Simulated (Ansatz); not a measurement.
## Lattice dynamics of CoSi2 (Fm-3m)

Wanted: phonon frequencies of CoSi2 (Fm-3m) and what follows from them.

Program: Ansatz 0.2.0. Level of theory: DFT PBEsol, scalar-relativistic, plane waves, PAW; PAW set soft_1. Results are calculated unless marked as measured.

The database entry behind the starting cell differs from later determinations by our own check (0.1 to 0.3 % short, probably kX units), so it need not match the best structure at ambient conditions.

### Step 1. The starting structure

Symmetry: Fm-3m, No. 225, cubic system. Conventional cell: a = 5.356 Å, b = 5.356 Å, c = 5.356 Å, α = 90.00°, β = 90.00°, γ = 90.00°. Nearest to Co lie 8 Si at 2.32 Å. Nearest to Si lie 4 Co at 2.32 Å. Farther neighbours are not listed.

### Step 2. Relaxation

Harmonic phonons are second derivatives at a point where the forces vanish, and they are wanted at zero stress, so atoms and cell are relaxed first.

Input file input.yaml:

```yaml
crystal:
  lattice:
    - [0.0, 2.678, 2.678]
    - [2.678, 0.0, 2.678]
    - [2.678, 2.678, 0.0]
  atoms:
    - { symbol: Co, position: [0.0, 0.0, 0.0] }
    - { symbol: Si, position: [0.25, 0.25, 0.25] }
    - { symbol: Si, position: [0.75, 0.75, 0.75] }
kpoints:
  mp_grid: { grid: [14, 14, 14] }
hamiltonian:
  xc: pbesol
  pseudopotentials: { kind: paw, azcp: { folder: soft_1 }, xc_functional: pbe }
scf:
  occupations: { method: gaussian, width: 0.1 }
output:
  forces: true
  stress: true
  eigenvalues: true
  write_density: true
  write_potential: true
  elf: true
  volumetric_format: npy
relax:
  adjacent_minimum: "off"
  f_tol: 0.005
  max_steps: 80
  cell: { stress_tol: 0.05 }
```

On the command line:

```sh
> ansatz run input.yaml --threads 4 --pin off --max-ram 10240MiB --backend cpu --events-out ev --progress --plain --runs-dir out
```

Numbers of over 12 decimals in the logs are rounded to 6 here.

The program printed:

```text
Engine: ansatz 0.2.0, aarch64-unknown-linux-gnu
Pseudopotentials: kind: paw
Pseudopotential: Co, paw, valence charge 17, recommended cutoff 420 eV (normal), soft_1/Co.paw.azcp
Pseudopotential: Si, paw, valence charge 4, recommended cutoff 420 eV (normal), soft_1/Si.paw.azcp
Functional definition: PBEsol
  exchange = pbesol_x
  correlation = pbesol_c
Crystal: 3 atoms, lattice volume = 38.412 Å³
Basis set: ecut = 420 eV, 749 PW (Γ), exchange–correlation on 54×54×54 points (8 copies of the dense FFT grid, shifted against one another)
Bands: 17, of which v1, the nominal top of the filled ones, is band 13 counted from 1 (12 counted from 0)
Symmetry: 48 space group operations
Space group: Fm-3m (ITA 225), of the structure as read, at distance tolerance 3.4e-5 Å
k-points: 104 of 2744
Non-local potential: Co, projectors of the file, l = 0: 3, l = 1: 2, l = 2: 3, l = 3: 1
Non-local potential: Si, projectors of the file, l = 0: 2, l = 1: 2, l = 2: 1
PAW form: soft (Blöchl's): semilocal exchange-correlation on the pseudo side does not see the compensation charge
PAW frozen core: Co, regenerated for the run's functional, and the local potential with it (the file was generated under x = pbe(κ = 0.804, μ = 0.219515), c = pbe(β = 0.066725))
PAW frozen core: Si, regenerated for the run's functional, and the local potential with it (the file was generated under x = pbe(κ = 0.804, μ = 0.219515), c = pbe(β = 0.066725))
PAW one-centre angular grid: Co, 590 points (default); XC on 64 Gauss nodes
PAW one-centre angular grid: Si, 110 points (default); XC on 64 Gauss nodes
Initial density: superposition of atomic densities (chi_scale 0.1, normalization cell, long waves kept (reshape's long-wave potential 0.00 eV rms))
Initial wavefunctions: pseudopotential atomic-orbital guess
Functional: x = pbesol(κ = 0.804, μ = 0.123457), c = pbesol(β = 0.046)
SCF iter   1: F=—  HF=-6338.972865 eV  |F-HF|=—  |Δ(HF+E_count)|=         —  Δρ=1.40e-1  dr2=8.43e0  ethr=3.10e-3  ⟨swp⟩=5.5  Hψ=9135  notcnv=0
preconditioner: auto → Kerker (q_TF=auto, 2.540 Å⁻¹)  [metal: Δε(μ)=0.012 eV  Ē_g=8.735 eV  σ=0.100 eV  W_gap=0.07  n_scr=14 (ndim 8)  ℏωp=24.7 eV  f_vac=0.000  D(μ)=1.20/eV (n_scr^D=14)]
SCF iter   2: F=—  HF=-6338.209443 eV  |F-HF|=—  |Δ(HF+E_count)|=   7.63e-1  Δρ=5.93e-2  dr2=2.11e0  ethr=3.10e-3  ⟨swp⟩=2.5  Hψ=3548  notcnv=0  defer=41
SCF iter   3: F=—  HF=-6337.742330 eV  |F-HF|=—  |Δ(HF+E_count)|=   4.67e-1  Δρ=2.11e-2  dr2=2.40e-1  ethr=3.10e-3  ⟨swp⟩=2.2  Hψ=3056  notcnv=0  defer=41
SCF iter   4: F=—  HF=-6337.713234 eV  |F-HF|=—  |Δ(HF+E_count)|=   2.91e-2  Δρ=9.55e-3  dr2=2.56e-2  ethr=9.59e-4  ⟨swp⟩=2.0  Hψ=3000  notcnv=0  defer=39
SCF iter   5: F=—  HF=-6337.712333 eV  |F-HF|=—  |Δ(HF+E_count)|=   9.01e-4  Δρ=3.26e-3  dr2=5.33e-3  ethr=1.02e-4  ⟨swp⟩=1.1  Hψ=1834  notcnv=0  defer=39
SCF iter   6: F=—  HF=-6337.711631 eV  |F-HF|=—  |Δ(HF+E_count)|=   7.02e-4  Δρ=7.70e-4  dr2=4.05e-4  ethr=2.13e-5  ⟨swp⟩=1.1  Hψ=1766  notcnv=0  defer=39
SCF iter   7: F=—  HF=-6337.711639 eV  |F-HF|=—  |Δ(HF+E_count)|=   8.31e-6  Δρ=1.45e-4  dr2=1.34e-5  ethr=1.62e-6  ⟨swp⟩=2.4  Hψ=2548  notcnv=0  defer=39
SCF iter   8: F=—  HF=-6337.711630 eV  |F-HF|=—  |Δ(HF+E_count)|=   9.48e-6  Δρ=1.57e-5  dr2=1.59e-7  ethr=5.35e-8  ⟨swp⟩=2.1  Hψ=2200  notcnv=0  defer=39
SCF iter   9: F=-6337.711630 eV  HF=-6337.711630 eV  |F-HF|=1.98e-9  |Δ(HF+E_count)|=   3.41e-8  Δρ=2.88e-6  dr2=2.72e-9  ethr=4.00e-10  ⟨swp⟩=10.2  Hψ=12216  notcnv=0
SCF 1 converged in 9 iterations: F = -6337.711630 eV  dr2 = 2.72e-9
  greatest PAW one-centre occupation: 1.000 electrons in one spin orbital (limit 2), on the Co atom at site 0 (counted from 0), in its partial waves of l = 1
relax step   1: F+E_penalty+E_count = -6337.71162969 eV  Δ(F+E_penalty+E_count) = +0.000e0 eV  max|allowed force component| = 1.696e-17 eV/Å  Δτ_max = 0.0000 Å  P = -4.471 GPa  Ω = 38.412 Å³  (9 SCF iters, dr2 threshold 1.00e-7 eV, accepted)
Crystal: 3 atoms, lattice volume = 37.863 Å³
Basis set: ecut = 420 eV, 725 PW (Γ), exchange–correlation on 54×54×54 points (8 copies of the dense FFT grid, shifted against one another)
Initial density: handed on by an earlier stage of this run
Initial wavefunctions: those handed on with the density
iter 1 solved again at ethr=2.96e-6 eV; its pass at ethr=3.10e-3 eV (dr2=7.39e-4 eV) is discarded
SCF iter   1: F=—  HF=-6337.722904 eV  |F-HF|=—  |Δ(HF+E_count)|=         —  Δρ=1.23e-3  dr2=7.91e-4  ethr=2.96e-6  ⟨swp⟩=1.5  Hψ=10266  notcnv=0
preconditioner: auto → Kerker (q_TF=auto, 2.546 Å⁻¹)  [metal: Δε(μ)=0.090 eV  Ē_g=8.269 eV  σ=0.100 eV  W_gap=0.40  n_scr=14 (ndim 8)  ℏωp=24.9 eV  f_vac=0.000  D(μ)=1.03/eV (n_scr^D=8)]
SCF iter   2: F=—  HF=-6337.722818 eV  |F-HF|=—  |Δ(HF+E_count)|=   8.58e-5  Δρ=7.86e-4  dr2=3.69e-4  ethr=2.96e-6  ⟨swp⟩=1.0  Hψ=1768  notcnv=0
SCF iter   3: F=—  HF=-6337.722730 eV  |F-HF|=—  |Δ(HF+E_count)|=   8.79e-5  Δρ=1.96e-4  dr2=2.10e-5  ethr=1.48e-6  ⟨swp⟩=1.8  Hψ=2367  notcnv=0
SCF iter   4: F=—  HF=-6337.722723 eV  |F-HF|=—  |Δ(HF+E_count)|=   7.48e-6  Δρ=1.10e-4  dr2=4.15e-6  ethr=8.40e-8  ⟨swp⟩=2.1  Hψ=2316  notcnv=0
SCF iter   5: F=—  HF=-6337.722724 eV  |F-HF|=—  |Δ(HF+E_count)|=   6.61e-7  Δρ=3.40e-5  dr2=5.54e-7  ethr=1.66e-8  ⟨swp⟩=1.0  Hψ=1768  notcnv=0
SCF iter   6: F=-6337.722724 eV  HF=-6337.722724 eV  |F-HF|=3.89e-10  |Δ(HF+E_count)|=   1.21e-7  Δρ=7.44e-6  dr2=2.59e-8  ethr=1.20e-9  ⟨swp⟩=8.9  Hψ=11218  notcnv=0
SCF 2 converged in 6 iterations: F = -6337.722724 eV  dr2 = 2.59e-8
relax step   2: F+E_penalty+E_count = -6337.72272372 eV  Δ(F+E_penalty+E_count) = -1.109e-2 eV  max|allowed force component| = 1.110e-16 eV/Å  Δτ_max = 0.0000 Å  P = -1.884 GPa  Ω = 37.863 Å³  energy of the carried Pulay correction = +1.581e-4 eV  (6 SCF iters, dr2 threshold 3.00e-7 eV, accepted)
Crystal: 3 atoms, lattice volume = 37.474 Å³
iter 1 solved again at ethr=1.74e-6 eV; its pass at ethr=3.10e-3 eV (dr2=4.35e-4 eV) is discarded
SCF iter   1: F=—  HF=-6337.725147 eV  |F-HF|=—  |Δ(HF+E_count)|=         —  Δρ=8.89e-4  dr2=4.06e-4  ethr=1.74e-6  ⟨swp⟩=2.0  Hψ=10278  notcnv=0
preconditioner: auto → Kerker (q_TF=auto, 2.550 Å⁻¹)  [metal: Δε(μ)=0.092 eV  Ē_g=8.343 eV  σ=0.100 eV  W_gap=0.41  n_scr=14 (ndim 8)  ℏωp=25.0 eV  f_vac=0.000  D(μ)=1.02/eV (n_scr^D=8)]
SCF iter   2: F=—  HF=-6337.725105 eV  |F-HF|=—  |Δ(HF+E_count)|=   4.17e-5  Δρ=5.71e-4  dr2=1.91e-4  ethr=1.62e-6  ⟨swp⟩=1.0  Hψ=1768  notcnv=0
SCF iter   3: F=—  HF=-6337.725046 eV  |F-HF|=—  |Δ(HF+E_count)|=   5.93e-5  Δρ=1.40e-4  dr2=1.06e-5  ethr=7.64e-7  ⟨swp⟩=1.8  Hψ=2371  notcnv=0
SCF iter   4: F=—  HF=-6337.725047 eV  |F-HF|=—  |Δ(HF+E_count)|=   7.84e-7  Δρ=8.16e-5  dr2=2.21e-6  ethr=4.26e-8  ⟨swp⟩=2.1  Hψ=2347  notcnv=0
iter 5 did not close the SCF: its close was put off for the readings that it lacked (scf_convergence_deferred on its scf_iter line)
SCF iter   5: F=-6337.725047 eV  HF=-6337.725047 eV  |F-HF|=1.49e-8  |Δ(HF+E_count)|=   3.35e-7  Δρ=2.40e-5  dr2=2.83e-7  ethr=8.83e-9  ⟨swp⟩=1.0  Hψ=1768  notcnv=0
SCF iter   6: F=-6337.725047 eV  HF=-6337.725047 eV  |F-HF|=3.89e-10  |Δ(HF+E_count)|=   6.44e-8  Δρ=5.57e-6  dr2=1.43e-8  ethr=1.13e-9  ⟨swp⟩=6.3  Hψ=10574  notcnv=0
SCF 3 converged in 6 iterations: F = -6337.725047 eV  dr2 = 1.43e-8
relax step   3: F+E_penalty+E_count = -6337.72504709 eV  Δ(F+E_penalty+E_count) = -2.323e-3 eV  max|allowed force component| = 8.635e-17 eV/Å  Δτ_max = 0.0000 Å  P = +0.085 GPa  Ω = 37.474 Å³  energy of the carried Pulay correction = +2.717e-4 eV  (6 SCF iters, dr2 threshold 3.00e-7 eV, accepted)
[...]
relax step   4: F+E_penalty+E_count = -6337.72504663 eV  Δ(F+E_penalty+E_count) = +4.565e-7 eV  max|allowed force component| = 1.449e-16 eV/Å  Δτ_max = 0.0000 Å  P = +0.000 GPa  Ω = 37.490 Å³  energy of the carried Pulay correction = +2.670e-4 eV  (6 SCF iters, accepted)
Initial wavefunctions: pseudopotential atomic-orbital guess (no wavefunctions were taken with the density)
iter 1 solved again at ethr=8.19e-7 eV; its pass at ethr=3.10e-3 eV (dr2=2.05e-4 eV) is discarded
SCF iter   1: F=—  HF=-6337.724789 eV  |F-HF|=—  |Δ(HF+E_count)|=         —  Δρ=2.68e-5  dr2=3.49e-8  ethr=8.19e-7  ⟨swp⟩=3.1  Hψ=13646  notcnv=0
eigensolver tolerance schedule: the retry pair's looser diagonalisation over-reported the residual by 5868.90 of it (diagonalisation noise at an unbounded share of the residual, at the tolerance the schedule requests for it); recorded, not acted on — ethr = c·dr2/N_el stays at c = 1.0e-1
SCF iter   2: F=—  HF=-6337.724779 eV  |F-HF|=—  |Δ(HF+E_count)|=   1.08e-5  Δρ=2.02e-5  dr2=7.32e-8  ethr=1.40e-10  ⟨swp⟩=2.7  Hψ=3350  notcnv=0
SCF iter   3: F=—  HF=-6337.724779 eV  |F-HF|=—  |Δ(HF+E_count)|=  9.42e-10  Δρ=4.22e-6  dr2=2.10e-9  ethr=1.40e-10  ⟨swp⟩=1.7  Hψ=2147  notcnv=0
SCF iter   4: F=—  HF=-6337.724779 eV  |F-HF|=—  |Δ(HF+E_count)|=  5.54e-10  Δρ=1.05e-6  dr2=1.89e-10  ethr=8.42e-12  ⟨swp⟩=2.1  Hψ=2522  notcnv=0
SCF iter   5: F=—  HF=-6337.724779 eV  |F-HF|=—  |Δ(HF+E_count)|=  1.36e-10  Δρ=4.12e-7  dr2=4.57e-11  ethr=1.00e-12  ⟨swp⟩=1.1  Hψ=1910  notcnv=0
SCF iter   6: F=-6337.724779 eV  HF=-6337.724779 eV  |F-HF|=2.73e-12  |Δ(HF+E_count)|=  4.55e-12  Δρ=9.98e-8  dr2=2.93e-12  ethr=1.00e-12  ⟨swp⟩=5.4  Hψ=6840  notcnv=0
SCF 5 converged in 6 iterations: F = -6337.724779 eV  dr2 = 2.93e-12
relax step   5: F+E_penalty+E_count = -6337.72477855 eV  Δ(F+E_penalty+E_count) = +2.681e-4 eV  max|allowed force component| = 1.449e-16 eV/Å  Δτ_max = 0.0000 Å  P = +0.003 GPa  Ω = 37.490 Å³  stress off target by 2.92e-3 GPa  SCF on the basis re-selected at this cell (its energy is not comparable with the rows above)  (6 SCF iters)
basis re-selected at this cell: Δ(F+E_penalty+E_count) = +2.681e-4 eV, ΔP = +0.003 GPa vs the last step (what re-selecting the basis moved, of the pressure what is left beyond the Pulay correction that the steps carried, after the strain that the cell walked since its last selection, with what the two solves' SCF thresholds leave and, on support functions, any second-order correction that the steps lacked; it is no m [...]
SCF converged after 6 iterations
Free energy (F): -6337.724779 eV
Harris-Foulkes:  -6337.724779 eV  (|F-HF|=2.73e-12)
Internal energy: -6337.719665 eV  (E = F + TS)
E sigma→0 (E₀):  -6337.722222 eV
Entropy (-TS):   -0.005114 eV (-1.705 meV/atom)
Fermi energy:    13.182152 eV
--- Per-component energies (eV) ---
  E_band       = -277.305280
  E_kinetic    = 385.889934
  E_local      = -3883.204836  (includes V_loc(G=0)·N_el)
  E_nonlocal   = 481.162435
  E_hartree    = 1760.951916
  E_xc         = -208.815467
  E_vxc        = -221.187919  (∫ρ·V_xc dr)
  E_paw        = -2536.623723  (= ΣΔE_a)
  E_vpaw       = -561.868615  (= ΣTr[D̂ρ^β])
  E_aug_tail   = 0.000013  (compensation charges beyond the density's cutoff)
  E_ewald      = -2337.331478
  E_core_change = 0.251541  (= ΣΔE_core)
  E_smearing   = -0.005114  (= −TS)
  E_closure    = 0.000000  (closes the sum)
  Σ components = -6337.724779   (vs F -6337.724779, Δ=0.00e0)
--- Forces (eV/Å), atoms counted from 1 ---
  atom   1  Co    -0.00000000     0.00000000     0.00000000
  atom   2  Si    -0.00000000     0.00000000     0.00000000
  atom   3  Si     0.00000000    -0.00000000    -0.00000000
  max |Σ_I F_I| component: 6.48e-17 eV/Å
--- Stress (GPa, compression-positive) ---
        0.002920      -0.000000      -0.000000
       -0.000000       0.002920      -0.000000
       -0.000000      -0.000000       0.002920
  P = ⅓ Tr σ = 0.0029 GPa (0.029 kbar)
--- Band table (eV; the first three rows and the last of 104) ---
  k-point 0: bands = [... 9 lower, 11.1793, 14.1813, 16.5892, 16.5892, 16.5892, 16.7069, 16.7069, 16.7069]
  k-point 1: bands = [... 9 lower, 11.1544, 14.2287, 15.3834, 15.9914, 15.9914, 17.3394, 17.3394, 17.9927]
  k-point 2: bands = [... 9 lower, 11.0946, 13.6832, 15.0370, 15.3580, 15.3580, 17.7023, 17.7023, 18.4057]
  k-point 103: bands = [... 9 lower, 10.9051, 11.1293, 11.6527, 12.4396, 16.3528, 17.5761, 18.4570, 20.4280]
--- Relaxed structure (4 steps of the walk, 4 accepted, 1 SCFs on fresh bases) ---
  F+E_penalty+E_count = -6337.72477855 eV   max|allowed force component| = 1.449e-16 eV/Å   (the final SCF, on the basis selected at the relaxed cell)
  cell:  # Å, volume = 37.4899 Å³
    - [0, 2.656408, 2.656408]
    - [2.656408, 0, 2.656408]
    - [2.656408, 2.656408, 0]
  atoms:
    - { symbol: Co, position: [0, 0, 0] }
    - { symbol: Si, position: [0.250000, 0.250000, 0.250000] }
    - { symbol: Si, position: [0.750000, 0.750000, 0.750000] }
```

Elapsed: 6.1 s, on 4 threads of Arm Neoverse V1, shared host; peak memory 0.33 GiB; 22 s of CPU time.

This run has no spin polarisation, although Co can carry a moment.

Relaxation path:

```
step  energy less that of the first step (eV)  largest force component (eV/Å)  pressure (GPa)  volume (Å³)
   1                                   0.0000                          0.0000           -4.47        38.41
   2                                  -0.0111                          0.0000           -1.88        37.86
   3                                  -0.0134                          0.0000            0.08        37.47
   4                                  -0.0134                          0.0000            0.00        37.49
  5*                                  -0.0131                          0.0000            0.00        37.49
```

Relaxation steps marked * repeat the geometry before them on a plane-wave basis chosen anew for their cell, so energy and pressure can jump there.

Forces are held to the 48 operations that the run works with; a distortion that breaks them can't arise in this run.

| conventional cell, symmetrised | before | after | change |
| --- | --- | --- | --- |
| a (Å) | 5.356 | 5.313 | -0.8 % |
| b (Å) | 5.356 | 5.313 | -0.8 % |
| c (Å) | 5.356 | 5.313 | -0.8 % |
| volume (Å³/atom) | 12.80 | 12.50 | -2.4 % |

Final coordinates:

```cif
data_structure
_symmetry_space_group_name_H-M 'P 1'
_symmetry_Int_Tables_number 1
_cell_length_a 3.7567
_cell_length_b 3.7567
_cell_length_c 3.7567
_cell_angle_alpha 60.000
_cell_angle_beta 60.000
_cell_angle_gamma 60.000
_cell_volume 37.49
loop_
_atom_site_label
_atom_site_type_symbol
_atom_site_fract_x
_atom_site_fract_y
_atom_site_fract_z
_atom_site_occupancy
Co1 Co 0.00000 0.00000 0.00000 1
Si2 Si 0.25000 0.25000 0.25000 1
Si3 Si 0.75000 0.75000 0.75000 1
```

This step gave:

* pressure: 0.002920 GPa
* volume per atom: 12.50 Å³
* gap on the k-mesh: 0 eV

Valence density in the ac plane of a cell with a along [110], b along [-110] and c along [001] of the cube at fractional y = 0.000, with atoms of Co and Si within 0.2 Å of it. It is the smooth field of the valence electrons, not physical close to the nuclei.

Ten steps, logarithmic in the rise over the least value, from '_' (0 e/Å³) to '@' (38 e/Å³), each cell a mean:
```
@@**::..........::**@@%%==............==%%
==--..............--====::............::==
..........__..................____........
____....______....______......____......__
______..........____________........______
________......______________........______
________......________________....________
________......______________......________
______........______________........______
______..______..__________....____....____
........______................____........
::::..............::::::................::
**==::..........::==****--............--**
@@##--..........--##@@%%==..........::++@@
```
Columns run along a (7.5 Å), rows up along c (5.3 Å), edges of the conventional cell, whose origin can differ from the input's. Atoms in or near the plane, at fractional coordinates: Co at (0.00, 0.00), Co at (0.50, 0.00), Si at (0.25, 0.25), Si at (0.75, 0.25), Si at (0.25, 0.75), Si at (0.75, 0.75).

ELF in the ac plane of a cell with a along [110], b along [-110] and c along [001] of the cube at fractional y = 0.000, with atoms of Co and Si within 0.2 Å of it. It is the smooth field of the valence electrons, not physical close to the nuclei.

Ten even steps from '_' (0.02) to '@' (0.69), each cell a mean:
```
%%++--**@@@@@@**--++%%**--==%%@@@@%%====##
==--++@@@@##%%@@++--==----##@@%%##@@##====
--==%%@@**++**@@%%==----**@@##++++%%@@**--
--++##**==++==####++--==**##++++==++##**==
::--++++==++==++++--::::==++++++==++++==::
__..--++##%%##++::..____..==**%%%%**==..__
____::++%%@@%%++..______..--**@@@@**--____
____::++%%@@%%++::______..--##@@@@**--..__
....--++**##**++--......::==**####**==::..
--==**++======++**==----++**========**++--
--++%%##++++++%%%%++--==##%%**++++**@@##==
----##@@##++##@@##------++@@%%****@@@@==--
++====%%@@@@@@%%====++++--**@@@@@@@@++--++
@@**--++%%@@%%++--**@@%%====##@@@@##--==%%
```
Columns run along a (7.5 Å), rows up along c (5.3 Å), edges of the conventional cell, whose origin can differ from the input's. Atoms in or near the plane, at fractional coordinates: Co at (0.00, 0.00), Co at (0.50, 0.00), Si at (0.25, 0.25), Si at (0.75, 0.25), Si at (0.25, 0.75), Si at (0.75, 0.75).

Electrostatic potential energy in the ac plane of a cell with a along [110], b along [-110] and c along [001] of the cube at fractional y = 0.000, with atoms of Co and Si within 0.2 Å of it. With pseudopotentials it is smooth inside the atoms' cores, unlike the true potential.

Ten even steps from '_' (-32 eV) to '@' (16 eV), each cell a mean:
```
____++%%%%%%%%%%++______::##%%%%%%%%##::__
::==####==--==####==::--**##++----**%%**::
%%%%%%==::==::==%%%%%%%%%%**::----::##%%%%
@@@@%%----##----%%@@@@@@@@**::****::**@@@@
@@@@%%++::::::++%%@@@@@@@@##--::::--##@@@@
@@@@@@%%**++**%%@@@@@@@@@@@@##++++##@@@@@@
@@@@@@@@%%%%%%@@@@@@@@@@@@@@@@%%%%@@@@@@@@
@@@@@@@@%%%%%%@@@@@@@@@@@@@@%%%%%%%%@@@@@@
@@@@@@##==--==##@@@@@@@@@@%%++----**%%@@@@
@@@@%%==::==::==%%@@@@@@@@**::----::##@@@@
@@@@%%----##----%%@@@@@@%%**::****::**%%@@
**##%%++::::::++%%##++**%%##--::::--##%%**
__::**%%**++**%%**::____==%%##++++##%%==__
____++%%%%%%%%%%==______..##%%%%%%%%##..__
```
Columns run along a (7.5 Å; values clipped at the 3rd and 97th percentile), rows up along c (5.3 Å), edges of the conventional cell, whose origin can differ from the input's. Atoms in or near the plane, at fractional coordinates: Co at (0.00, 0.00), Co at (0.50, 0.00), Si at (0.25, 0.25), Si at (0.75, 0.25), Si at (0.25, 0.75), Si at (0.75, 0.75).

In this step the volume went from 12.80 to 12.50 Å³/atom.

(Part 1 of 3 ends here.)

[Logs are printed without paths, hosts, clocks, repeated set-up lines and the standing remarks that a program may print on its own settings, such as how far it seeks lower states.]

[Hosts, paths, dates, database ids (printed as entryN), source tags and the programs' standing remarks are cut or masked in the printed files.]
